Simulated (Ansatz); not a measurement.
# Hf2NO2 monolayer: from the cell to its phonons, part 2 of 2

Wanted: vibrations and spectra of Hf2NO2 monolayer; the cell is already relaxed. After the zone centre comes a 4×4×1 q mesh on a 12×12×1 k mesh.

Ansatz 0.2.0; DFT PBEsol, scalar-relativistic, plane waves, PAW; PAW set soft_1.

So far. Step 2 (Linear response at the zone centre): Before it was imposed, the acoustic sum rule was missed by 4.0e-5 eV/Å². Small misses are needed for a sound result but don't prove that mesh and cutoff are converged. The lowest optical mode is real, 75.0 cm⁻¹.

### Step 3. Response at finite wavevector

Stability and thermal properties need the whole zone. Linear response on a 4×4×1 q mesh gives force constants as far as a supercell of that size would.

The input, input.yaml:

```yaml
crystal:
  lattice:
    - [3.1945531815, 0.0, 0.0]
    - [-1.5972765908, 2.7665642089, 0.0]
    - [0.0, 0.0, 32.6]
  atoms:
    - { symbol: "N", position: [0.0, 0.0, 0.3067484663] }
    - { symbol: Hf, position: [0.3333333333, 0.6666666667, 0.3473915091] }
    - { symbol: Hf, position: [0.6666666667, 0.3333333333, 0.2661054235] }
    - { symbol: O, position: [0.6666666667, 0.3333333333, 0.3775401793] }
    - { symbol: O, position: [0.3333333333, 0.6666666667, 0.2359567532] }
  periodic: [true, true, false]
kpoints:
  mp_grid: { grid: [12, 12, 1] }
hamiltonian:
  xc: pbesol
  pseudopotentials: { kind: paw, azcp: { folder: soft_1 }, xc_functional: pbe }
scf:
  occupations: { method: methfessel_paxton, width: 0.2 }
output:
  eigenvalues: true
phonons:
  method: dfpt
  qmesh: [4, 4, 1]
  temperatures: { t_max: 1000, t_step: 50 }
  qpath:
    path:
      - [0.0, 0.0, 0.0]
      - [0.5, 0.0, 0.0]
      - [0.33333333, 0.33333333, 0.0]
      - [0.0, 0.0, 0.0]
    npoints: 10
```

Started as:

```
> ansatz run input.yaml --threads 4 --pin off --max-ram 16384MiB --backend cpu --events-out ev --progress --plain --runs-dir out
```

Numbers of over 12 decimals in the logs are rounded to 6 here.

What it wrote:

```text
[...]
Crystal: 5 atoms, lattice volume = 288.117 Å³
Basis set: ecut = 420 eV, 5737 PW (Γ), exchange–correlation on 48×48×450 points (8 copies of the dense FFT grid, shifted against one another)
Bands: 42, of which v1, the nominal top of the filled ones, is band 35 counted from 1 (34 counted from 0)
Symmetry: 12 space group operations
k-points: 19 of 144 (irreducible under 6 space group operations, time reversal used)
[...]
SCF iter   1: F=—  HF=-32710.884066 eV  |F-HF|=—  |Δ(HF+E_count)|=         —  Δρ=7.48e-2  dr2=1.86e1  ethr=3.10e-3  ⟨swp⟩=11.1  Hψ=4772  notcnv=0
[...]
SCF iter  13: F=-32705.818119 eV  HF=-32705.818119 eV  |F-HF|=3.09e-10  |Δ(HF+E_count)|=   1.24e-9  S|Δr|=    0.00e0  Δρ=2.26e-8  dr2=1.17e-12  ethr=1.00e-12  ⟨swp⟩=27.9  Hψ=9902  notcnv=0
SCF 1 converged in 13 iterations: F = -32705.818119 eV  dr2 = 1.17e-12
[...]
phonons: the bands overlap, so this run is a metal and interpolates without the dipole-dipole term. If the crystal is really an insulator or semiconductor, its LO-TO splitting is missing
NSCF: frozen V_eff on 19 k-points
WARN: eigensolver did not converge (k=0): 1 band(s) unlocked after 2 eigensolves, warm-restarted (20 sweeps on the last) at ethr=1.89e-12 eV (storage-precision floor; scheduled 1.00e-12 eV) (lowest unlocked band 41, counted from 0; max residual 4.69e-5 eV among the unlocked bands, 4.69e-5 eV over every band; other slots of this pass that fall short are told together in one closing line; warning suppressed until the next SCF loop or pass starts)
WARN: eigensolver did not converge in 4 slots of this pass, the one above among them; of largest residual over every band (k=3): 1 band(s) unlocked (lowest unlocked band 41, counted from 0; max residual 1.89e-4 eV among the unlocked bands, 1.89e-4 eV over every band); of lowest unlocked band (k=0): band 41
[...]
DFPT response loops at q = (0, 0, 0) (fractional): preconditioner auto → none (partly filled bands, converged f_vac=0.779); β = 0.50; Broyden in place of MSR1
[...]
SCF converged after 13 iterations
[...]
Free energy (F): -32705.818119 eV
[...]
Internal energy: -32705.809071 eV  (E = F + TS)
E sigma→0 (E₀):  -32705.815857 eV
Entropy (-TS):   -0.009048 eV (-1.810 meV/atom)
Fermi energy:    -4.629328 eV
[...]
--- Band table (eV; the first three rows and the last of 19) ---
  k-point 0: bands = [... 31 lower, -8.4292, -7.9467, -7.9467, -3.9898, -3.9898, -3.8509, -2.1487, -2.0521, ... 3 higher]
  k-point 1: bands = [... 31 lower, -8.4293, -8.2422, -8.1181, -4.1591, -3.7477, -3.6937, -2.1341, -1.9922, ... 3 higher]
  k-point 2: bands = [... 31 lower, -9.3162, -8.4737, -8.0965, -4.6068, -3.3214, -3.1986, -1.9091, -1.7315, ... 3 higher]
  k-point 18: bands = [... 31 lower, -9.7515, -9.1064, -9.1064, -3.4999, -2.9088, -2.9088, -1.6264, -1.0007, ... 3 higher]
  ° read free of the cell's end (the report's vacuum.weakly_bound_levels)
--- Phonons (Γ-DFPT): 10 representative perturbations + reference (Σ response iterations 52) ---
  ASR residual: 2.641e-5 → 0.000e0 eV/Å²; symmetrization residual: 3.906e-6 eV/Å²
[...]
ASR residual per site (eV/Å²): 2.64e-5 4.18e-6 5.50e-6 2.14e-5 2.13e-5
[...]
--- Phonons (arbitrary-q DFPT): 4 irreducible q on the 4×4×1 mesh ---
  q = [0.0000, 0.0000, 0.0000] (star 1, of the zone-centre solve; hermiticity 2.66e-7, symmetrization 8.62e-11, taken by the last average 6.06e-8): -0.00 0.00 0.00 74.95 74.95 175.37 329.51 329.51 378.54 378.54 505.11 505.11 529.41 536.23 597.81
  q = [0.0000, 0.2500, 0.0000] (star 6, 15 solved perturbations on 78 of 144 k-point pairs; hermiticity 3.24e-7, symmetrization 3.44e-10, taken by the last average 2.89e-7): -75.31 72.70 82.22 102.74 136.32 145.66 338.39 360.52 390.17 400.90 421.22 476.46 484.58 491.92 578.53
[...]
q = [0.2500, 0.2500, 0.0000] (star 6, 10 solved perturbations in 1110 linear systems a pass and spin channel, the states on 144 of 144 k-point pairs; hermiticity 1.53e-7, symmetrization 2.02e-11, taken by the last average 2.35e-7): -106.71 83.00 134.47 136.49 154.77 176.53 380.59 403.91 417.14 432.20 450.10 453.42 477.74 485.48 576.68
  sum rule: each row above includes the acoustic sum rule's correction from the zone centre's row sums; it moved no ω² by more than (0.72 cm⁻¹)²
  mesh force constants: q→R imaginary residual 3.41e-18; ASR residual 2.641e-5 → 0.000e0 eV/Å²; symmetrization residual 1.066e-14 eV/Å²
  interpolated dispersion: 31 rows × 15 modes
  density of states and harmonic sums: on the 24×24×1 q-mesh, interpolated from the force constants of a 4×4×1 supercell (no non-analytic term)
  largest difference from the sums on the solved wave vectors: F 1.07e-1 eV, S 1.38e-4 and C_V 3.30e-5 eV/K
  zero-point energy: 0.289412 eV/cell   skipped modes (ω ≤ 0): 35, of them read as no rigid motion or as one in doubt: 32 (5.729e-1 modes/cell left out, lowest -132.95 cm⁻¹)   left out of the sums: 3.85e-2 of the cell's modes: C_V's classical limit lies that fraction below 3 k_B per atom; for a crystal, a wire or a layer, F and S can be off by more, and a phonons.interpolated_qmesh denser along its periods is the remedy for the sampling
```

Elapsed: 26 min, on 4 threads of Arm Neoverse V1, shared host; peak memory 3.8 GiB.

Numbers from this step:

| Property | Result |
| --- | --- |
| sum-rule residual before enforcement | 2.64e-5 eV/Å² |
| lowest frequency on the path | -133.9 cm⁻¹ |
| highest frequency on the path or at a solved wavevector | 597.8 cm⁻¹ |
| lowest mode on the q mesh (acoustic modes at Γ apart) | -106.7 cm⁻¹ |

Frequencies (cm⁻¹) solved at each irreducible wavevector; negative means imaginary. Frequencies by wavevector, by row:

```csv
q in reciprocal lattice units,star,mode 1,mode 2,mode 3,mode 4,mode 13,mode 14,mode 15
0 0 0,1,0,0,0,75,529.4,536.2,597.8
0 0.25 0,6,-75.3,72.7,82.2,102.7,484.6,491.9,578.5
0 -0.5 0,3,88.1,114.8,118.8,134.8,487.6,505,582.1
0.25 0.25 0,6,-106.7,83,134.5,136.5,477.7,485.5,576.7
```

Interpolated from a 4×4×1 q mesh. The phonon branches at the labelled points (cm⁻¹):

| point | branch 1 | branch 2 | branch 3 | branch 4 | branch 12 | branch 13 | branch 14 | branch 15 |
| --- | --- | --- | --- | --- | --- | --- | --- | --- |
| Γ | 0 | 0 | 0 | 75 | 505 | 529 | 536 | 598 |
| halfway | -75 | 73 | 82 | 103 | 476 | 485 | 492 | 578 |
| M | 88 | 115 | 119 | 135 | 471 | 488 | 505 | 582 |
| halfway | 42 | 103 | 122 | 133 | 459 | 476 | 495 | 577 |
| K | 71 | 84 | 84 | 158 | 453 | 464 | 464 | 578 |
| halfway | -120 | 80 | 93 | 111 | 446 | 483 | 491 | 578 |
| Γ | 0 | 0 | 0 | 75 | 505 | 529 | 536 | 598 |

Tetrahedra on a 24×24×1 mesh, mean over bins of 10 cm-1. Interpolated from a 4×4×1 q mesh. The phonon density of states by wavenumber; read off at these points:

```
wavenumber (cm⁻¹)  phonon density of states (1/cm⁻¹/cell)
             -135                                 0.00137
             -105                                 0.00696
              -65                                 0.00365
              -35                                 0.00229
                5                                 0.00318
               35                                 0.00924
               75                                  0.0248
               85                                  0.0665
              105                                  0.0312
              135                                  0.0481
              145                                  0.0333
              175                                  0.0455
              215                                       0
              245                                       0
              285                                       0
              315                                       0
              355                                  0.0277
              385                                  0.0381
              415                                  0.0584
              425                                  0.0397
              455                                  0.0451
              485                                  0.0948
              495                                  0.0459
              525                                 0.00707
              565                                       0
              575                                  0.0759
              595                                 0.00466
```

The partial phonon density of states has structure finer than the step of the table below, so its rows give means over 25 cm⁻¹, whole bins alone (the curve runs from -143 to 626 cm⁻¹). Peaks (cm⁻¹: height): Hf -89.8: 0.00813, 89.1: 0.0564, 132.6: 0.0453, 151.9: 0.0417; N 485.5: 0.0306, 577.4: 0.0564; O 364.7: 0.0279, 403.3: 0.0423, 485.5: 0.0456, 577.4: 0.00618.

Phonopy on the run's constants, 21x21x1 mesh, Gaussian sigma 5.5 cm-1. Interpolated from a 4×4×1 q mesh. Partial phonon density of states against wavenumber; means over each step; values in 1/cm⁻¹/cell:

```
wavenumber (cm⁻¹)       Hf        N        O
             -125  0.00445   1.4e-4   3.6e-4
             -100  0.00669   2.1e-4   4.4e-4
              -75  0.00574   1.5e-4   3.0e-4
              -50  0.00279   4.1e-5   1.1e-4
              -25  0.00119   1.4e-5   4.2e-5
                0  0.00159   4.4e-5   9.5e-5
               25  0.00696   1.8e-4   4.3e-4
               50   0.0128   2.9e-4   7.3e-4
               75   0.0329   3.7e-4   9.0e-4
              100   0.0387   3.1e-4   8.1e-4
              125   0.0401   1.8e-4  0.00107
              150   0.0382   2.7e-4  0.00236
              175   0.0322   4.5e-5  0.00252
              200  0.00279   6.2e-7   2.0e-4
              225        0        0        0
              250        0        0        0
              275        0        0        0
              300   2.0e-7   1.2e-6   1.2e-5
              325   2.3e-4   9.5e-4  0.00845
              350   9.1e-4  0.00297   0.0203
              375  0.00144  0.00547   0.0255
              400  0.00189   0.0112   0.0395
              425  0.00166   0.0118   0.0356
              450  0.00173   0.0109   0.0329
              475  0.00234   0.0238   0.0352
              500  0.00152   0.0143   0.0228
              525   4.7e-4   5.2e-4  0.00549
              550   1.9e-5   1.7e-4   2.8e-4
              575   2.9e-4   0.0311  0.00335
              600   1.5e-4  0.00453   3.4e-4
```

Symmetry leaves 4 wavevectors to solve. The lowest mode among them, the acoustic zeros apart, lies at q = (0.25, 0.25, 0) and is imaginary, 106.7i cm⁻¹, so the energy falls along it. Between them the interpolated path dips to 134i cm⁻¹.

### Step 4. Another isotope, element Hf, natural mass 178.486 amu

An isotope changes the mass and not the force constants, so no new electronic calculation is needed; the shifts show which modes move this element.

The same force constants with the mass of Hf changed from 178.486 to 173.940 u (phonopy, no LO-TO term). Both lists are sorted by frequency; levels can cross, so a row need not hold one and the same mode. Modes under 3 cm⁻¹ are left out. Isotope shifts, by row, the first 40 of 57 rows:

| q | rank | natural mass (cm⁻¹) | changed mass (cm⁻¹) |
| --- | --- | --- | --- |
| 0 0 0 | 4 | 74.95 | 75.91 |
| 0 0 0 | 5 | 74.95 | 75.91 |
| 0 0 0 | 6 | 175.4 | 177.4 |
| 0 0 0 | 7 | 329.5 | 329.6 |
| 0 0 0 | 8 | 329.5 | 329.6 |
| 0 0 0 | 9 | 378.5 | 379.1 |
| 0 0 0 | 10 | 378.5 | 379.1 |
| 0 0 0 | 11 | 505.1 | 505.1 |
| 0 0 0 | 12 | 505.1 | 505.1 |
| 0 0 0 | 13 | 529.4 | 530 |
| 0 0 0 | 14 | 536.2 | 536.6 |
| 0 0 0 | 15 | 597.8 | 598.3 |
| 0 0.25 0 | 1 | -75.31 | -76.2 |
| 0 0.25 0 | 2 | 72.7 | 73.57 |
| 0 0.25 0 | 3 | 82.22 | 83.24 |
| 0 0.25 0 | 4 | 102.7 | 104 |
| 0 0.25 0 | 5 | 136.3 | 138 |
| 0 0.25 0 | 6 | 145.7 | 147.4 |
| 0 0.25 0 | 7 | 338.4 | 338.7 |
| 0 0.25 0 | 8 | 360.5 | 360.6 |
| 0 0.25 0 | 9 | 390.2 | 390.4 |
| 0 0.25 0 | 10 | 400.9 | 401.1 |
| 0 0.25 0 | 11 | 421.2 | 421.4 |
| 0 0.25 0 | 12 | 476.5 | 476.5 |
| 0 0.25 0 | 13 | 484.6 | 485.1 |
| 0 0.25 0 | 14 | 491.9 | 492.3 |
| 0 0.25 0 | 15 | 578.5 | 578.6 |
| 0 -0.5 0 | 1 | 88.07 | 89.21 |
| 0 -0.5 0 | 2 | 114.8 | 116.3 |
| 0 -0.5 0 | 3 | 118.8 | 120.3 |
| 0 -0.5 0 | 4 | 134.8 | 136.5 |
| 0 -0.5 0 | 5 | 178.2 | 180.3 |
| 0 -0.5 0 | 6 | 183.6 | 185.8 |
| 0 -0.5 0 | 7 | 351 | 351.1 |
| 0 -0.5 0 | 8 | 402.4 | 402.4 |
| 0 -0.5 0 | 9 | 410.5 | 410.6 |
| 0 -0.5 0 | 10 | 436.4 | 436.5 |
| 0 -0.5 0 | 11 | 454.1 | 454.6 |
| 0 -0.5 0 | 12 | 470.9 | 471.3 |
| 0 -0.5 0 | 13 | 487.6 | 487.6 |

A mode of this element alone would shift by +1.30 %. The highest zone-centre frequency without the field goes from 597.8 to 598.3 cm⁻¹ (+0.1 %). The product of the frequency ratios over all optical modes at Γ is 1.044; the product rule, (m/m′)^(3k/2) (M′/M)^(3/2) with k = 2 such atoms and M the mass of the cell, gives 1.044.

### Step 5. Isotope substitution, element N, natural mass 14.007 amu

The same for N, from 14.01 to 15.00 u.

A mode of this element alone would shift by -3.37 %. The highest zone-centre frequency without the field goes from 597.8 to 580.2 cm⁻¹ (-3.0 %). The product of the frequency ratios over all optical modes at Γ is 0.906; the product rule, (m/m′)^(3k/2) (M′/M)^(3/2) with k = 1 such atoms and M the mass of the cell, gives 0.906.

### Step 6. Another isotope, element O, natural mass 15.999 amu

The same for O, from 16.00 to 18.00 u.

A mode of this element alone would shift by -5.72 %. The highest zone-centre frequency without the field goes from 597.8 to 596.9 cm⁻¹ (-0.2 %). The product of the frequency ratios over all optical modes at Γ is 0.713; the product rule, (m/m′)^(3k/2) (M′/M)^(3/2) with k = 2 such atoms and M the mass of the cell, gives 0.713.

### Step 7. Outcome

```yaml
space_group_within_0p01_a: P-3m1
area_per_atom: 1.77 Å²
electronic_character: no gap on this mesh
highest_optical_mode_at_the_zone_centre_no_lo_to_term: 598 cm⁻¹
lowest_optical_zone_centre_mode: 75.0 cm⁻¹
lowest_mode_on_the_q_mesh_acoustic_modes_at_gamma_apart: -107 cm⁻¹
highest_frequency_on_the_path_or_at_a_solved_wavevector: 598 cm⁻¹
imaginary_modes_on_the_4x4x1_q_mesh: yes
```

In words: Modes are clearly imaginary (beyond 10i cm⁻¹) at 2 of the 4 irreducible wavevectors, most at q = (0.25, 0.25, 0) (106.7i cm⁻¹), so this structure is not a minimum of the energy. The optical modes at Γ span 75 to 598 cm⁻¹. The highest mode in this list at Γ, 597.8 cm⁻¹, is mostly motion of N (90 % of the kinetic energy). With no gap, or one that is small against the smearing, the frequencies hang on the k mesh and the smearing, most of all near Kohn anomalies. The phonon runs are without spin polarisation, although the cell has an odd electron count. In a sheet or slab the interpolated bending branch near Γ is rough, since the rotational sum rule isn't imposed. Spin-orbit coupling is left out, which can matter for the heavy elements here. The PAW files were made for PBE and serve the other functionals too. A phonon run warned that its eigensolver left some bands unconverged in a pass. The starting cell was built on a prototype and not taken from a measurement. These are harmonic frequencies at zero temperature: anharmonic shifts, linewidths and thermal expansion are left out.

[Logs are printed without paths, hosts, clocks, repeated set-up lines and the standing remarks that a program may print on its own settings, such as how far it seeks lower states.]

[Hosts, paths, dates, database ids (printed as entryN), source tags and the programs' standing remarks are cut or masked in the printed files.]
